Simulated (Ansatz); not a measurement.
# RbHPd (built on the sites of a database entry of LiHPd): from the cell to its phonons, part 2 of 2

Wanted: phonon frequencies of RbHPd (built on the sites of a database entry of LiHPd) and what follows from them.

Ansatz 0.2.0; DFT PBEsol, scalar-relativistic, plane waves, PAW.

So far. Step 4 (Relaxing to small forces for the phonons): The forces vanish by symmetry and the pressure is 0.005 GPa, within the tolerances set. The cell now holds 15.98 Å³/atom. Step 5 (Modes at Γ): Before it was imposed, the acoustic sum rule was missed by 7.4e-5 eV/Å². Small misses are needed for a sound result but don't prove that mesh and cutoff are converged. The lowest optical mode is imaginary, 525.8i cm⁻¹, so the energy falls along it. The relaxed cell has a = 2.969, c = 5.438 Å (conventional setting).

The structure was built from a prototype and need not be the compound's stable phase.

### 6. The dispersion (continued)

Interpolated from a 4×4×2 q mesh. Phonon branches along the path, in cm⁻¹:

```tsv
point	branch 1	branch 2	branch 3	branch 4	branch 5	branch 6	branch 7	branch 8	branch 9
Γ	-526	-526	0	0	0	49	49	123	958
halfway	-567	-298	12	32	45	115	115	145	932
X	-615	20	40	48	112	124	200	371	906
halfway	-322	-49	15	120	134	142	199	339	912
M	-56	-56	-44	131	196	196	259	259	911
halfway	-439	-249	30	89	114	138	146	152	921
Γ	-526	-526	0	0	0	49	49	123	958
halfway	-526	-526	16	16	44	44	63	123	955
Z	-525	-525	31	31	32	32	93	120	952
halfway	-567	-302	30	34	82	99	125	143	932
R	-614	21	37	68	111	129	204	365	909
halfway	-320	-47	56	119	138	140	198	336	917
A	-52	-52	35	132	194	194	258	258	915
halfway	-438	-249	64	100	107	137	145	150	924
Z	-525	-525	31	31	32	32	93	120	952
jump to X	-615	20	40	48	112	124	200	371	906
halfway	-614	20	38	59	112	126	202	368	908
R	-614	21	37	68	111	129	204	365	909
jump to M	-56	-56	-44	131	196	196	259	259	911
halfway	-54	-54	-18	132	195	195	258	258	913
A	-52	-52	35	132	194	194	258	258	915
```

Tetrahedra on a 24×24×12 mesh, mean over bins of 20 cm-1. Interpolated from a 4×4×2 q mesh. The phonon density of states by wavenumber; read off at these points:

```tsv
wavenumber (cm⁻¹)	phonon density of states (1/cm⁻¹/cell)
-610	0.00185
-530	0.0092
-450	0.00271
-390	0.00228
-310	0.00197
-230	0.00184
-150	0.00212
-90	0.00396
-50	0.0101
-10	0.00256
50	0.0411
70	0.0259
110	0.0571
150	0.0151
190	0.0278
210	0.0058
290	0.00566
370	0.00147
450	0
510	0
590	0
670	0
750	0
810	0
890	0
910	0.0293
970	0
```

The partial phonon density of states has structure finer than the step of the table below, so its rows give means over 50 cm⁻¹, whole bins alone (the curve runs from -624 to 997 cm⁻¹). Peaks (cm⁻¹: height): H -542.6: 0.00722, 262.7: 0.00531, 915.1: 0.0252; Pd -53.3: 0.00767, 120.0: 0.0353; Rb 48.6: 0.0241, 120.0: 0.0139, 191.3: 0.0192.

Phonopy on the run's constants, 19x19x11 mesh, Gaussian sigma 11.6 cm-1. Interpolated from a 4×4×2 q mesh. Table of partial phonon density of states by wavenumber; means over each step; values in 1/cm⁻¹/cell:

```tsv
wavenumber (cm⁻¹)	H	Pd	Rb
-550	0.00586	2.5e-5	0
-500	0.00477	2.7e-5	0
-450	0.00247	2.7e-5	0
-400	0.00230	4.7e-5	0
-350	0.00188	7.2e-5	0
-300	0.00190	1.6e-4	3.6e-6
-250	0.00150	2.2e-4	2.5e-6
-200	0.00105	4.4e-4	1.2e-6
-150	0.00142	0.00121	1.8e-5
-100	8.1e-4	0.00260	1.1e-5
-50	6.5e-4	0.00583	6.0e-4
0	4.7e-5	0.00315	0.00354
50	1.3e-4	0.0103	0.0193
100	3.4e-4	0.0235	0.0128
150	9.1e-4	0.00961	0.0117
200	0.00135	0.00142	0.0118
250	0.00335	7.7e-4	1.5e-4
300	0.00361	4.5e-4	1.6e-5
350	0.00299	1.0e-4	2.2e-5
400	2.1e-4	2.0e-6	1.0e-6
450	0	0	0
500	0	0	0
550	0	0	0
600	0	0	0
650	0	0	0
700	0	0	0
750	0	0	0
800	0	0	0
850	1.4e-5	0	0
900	0.0118	6.0e-6	2.2e-5
950	0.00807	1.2e-5	1.3e-5
```

Symmetry leaves 12 wavevectors to solve. The lowest mode among them, the acoustic zeros apart, lies at q = (0, -0.5, 0) and is imaginary, 614.9i cm⁻¹, so the energy falls along it.

### 7. Another isotope, element H, natural mass 1.008 amu

An isotope changes the mass and not the force constants, so no new electronic calculation is needed; the shifts show which modes move this element.

The same force constants with the mass of H changed from 1.008 to 2.014 u (phonopy, no LO-TO term). Both lists are sorted by frequency; levels can cross, so a row need not hold one and the same mode. Modes under 3 cm⁻¹ are left out. Isotope shifts, by row:

```tsv
q	rank	natural mass (cm⁻¹)	changed mass (cm⁻¹)
0 0 0	1	-525.8	-373.2
0 0 0	2	-525.8	-373.2
0 0 0	6	49.07	49.03
0 0 0	7	49.07	49.03
0 0 0	8	123	123
0 0 0	9	957.9	679.4
0 0 -0.5	1	-525.3	-372.7
0 0 -0.5	2	-525.3	-372.7
0 0 -0.5	3	30.57	30.57
0 0 -0.5	4	30.57	30.57
0 0 -0.5	5	32.28	32.19
0 0 -0.5	6	32.28	32.19
0 0 -0.5	7	92.9	92.78
0 0 -0.5	8	119.6	119.6
0 0 -0.5	9	951.8	674.2
0 0.25 0	1	-566.7	-401.9
0 0.25 0	2	-298.3	-217.5
0 0.25 0	3	12.25	12.22
0 0.25 0	4	32.21	32.13
0 0.25 0	5	45.13	45.1
0 0.25 0	6	115.2	112.2
0 0.25 0	7	115.3	115.2
0 0.25 0	8	145	144.6
0 0.25 0	9	931.7	660.8
0 0.25 -0.5	1	-566.8	-401.9
0 0.25 -0.5	2	-301.6	-219.7
0 0.25 -0.5	3	29.68	29.68
0 0.25 -0.5	4	34.18	34.1
0 0.25 -0.5	5	82.18	81.89
0 0.25 -0.5	6	98.78	98.7
0 0.25 -0.5	7	125.1	122
0 0.25 -0.5	8	142.8	142.8
0 0.25 -0.5	9	932	659.9
```

A mode of this element alone would shift by -29.26 %. The highest zone-centre frequency without the field goes from 957.9 to 679.4 cm⁻¹ (-29.1 %).

### 8. Another isotope, element Pd, natural mass 106.42 amu

The same for Pd, from 106.42 to 109.91 u.

The same force constants with the mass of Pd changed from 106.420 to 109.905 u (phonopy, no LO-TO term). Both lists are sorted by frequency; levels can cross, so a row need not hold one and the same mode. Modes under 3 cm⁻¹ are left out. Isotope shifts, by row:

```tsv
q	rank	natural mass (cm⁻¹)	changed mass (cm⁻¹)
0 0 0	1	-525.8	-525.8
0 0 0	2	-525.8	-525.8
0 0 0	6	49.07	48.72
0 0 0	7	49.07	48.72
0 0 0	8	123	122.2
0 0 0	9	957.9	957.9
0 0 -0.5	1	-525.3	-525.2
0 0 -0.5	2	-525.3	-525.2
0 0 -0.5	3	30.57	30.57
0 0 -0.5	4	30.57	30.57
0 0 -0.5	5	32.28	31.77
0 0 -0.5	6	32.28	31.77
0 0 -0.5	7	92.9	91.42
0 0 -0.5	8	119.6	119.6
0 0 -0.5	9	951.8	951.8
0 0.25 0	1	-566.7	-566.7
0 0.25 0	2	-298.3	-298
0 0.25 0	3	12.25	12.15
0 0.25 0	4	32.21	32.02
0 0.25 0	5	45.13	44.75
0 0.25 0	6	115.2	113.6
0 0.25 0	7	115.3	114
0 0.25 0	8	145	145
0 0.25 0	9	931.7	931.7
0 0.25 -0.5	1	-566.8	-566.7
0 0.25 -0.5	2	-301.6	-301.3
0 0.25 -0.5	3	29.68	29.68
0 0.25 -0.5	4	34.18	33.64
0 0.25 -0.5	5	82.18	81.84
0 0.25 -0.5	6	98.78	97.26
0 0.25 -0.5	7	125.1	123.8
0 0.25 -0.5	8	142.8	142.8
0 0.25 -0.5	9	932	932
```

A mode of this element alone would shift by -1.60 %. The highest zone-centre frequency without the field goes from 957.9 to 957.9 cm⁻¹ (-0.0 %).

### 9. Summary of results

```json
{"space group after relaxation (within 0.01 Å)": "P4/mmm", "volume per atom": "16.0 Å³", "electronic character": "no gap on this mesh", "highest optical mode at the zone centre (no LO-TO term)": "958 cm⁻¹", "lowest optical zone-centre mode": "-526 cm⁻¹", "lowest mode on the q mesh (acoustic modes at Γ apart)": "-615 cm⁻¹", "highest frequency on the path or at a solved wavevector": "958 cm⁻¹", "imaginary modes on the 4×4×2 q mesh": "yes"}
```

In words: Modes are clearly imaginary (beyond 10i cm⁻¹) at 12 of the 12 irreducible wavevectors, most at q = (0, -0.5, 0) (614.9i cm⁻¹), so this structure is not a minimum of the energy. The optical modes at Γ span -526 to 958 cm⁻¹ (negative means imaginary). The highest mode in this list at Γ, 957.9 cm⁻¹, is mostly motion of H (99 % of the kinetic energy). With no gap, or one that is small against the smearing, the frequencies hang on the k mesh and the smearing, most of all near Kohn anomalies. A phonon run warned that its eigensolver left some bands unconverged in a pass. The starting cell was built on a prototype and not taken from a measurement, so the phase need not exist. These are harmonic frequencies at zero temperature: anharmonic shifts, linewidths and thermal expansion are left out.

[Logs are printed without paths, hosts, clocks, repeated set-up lines and the standing remarks that a program may print on its own settings, such as how far it seeks lower states.]

[Hosts, paths, dates, database ids (printed as entryN), source tags and the programs' standing remarks are cut or masked in the printed files.]
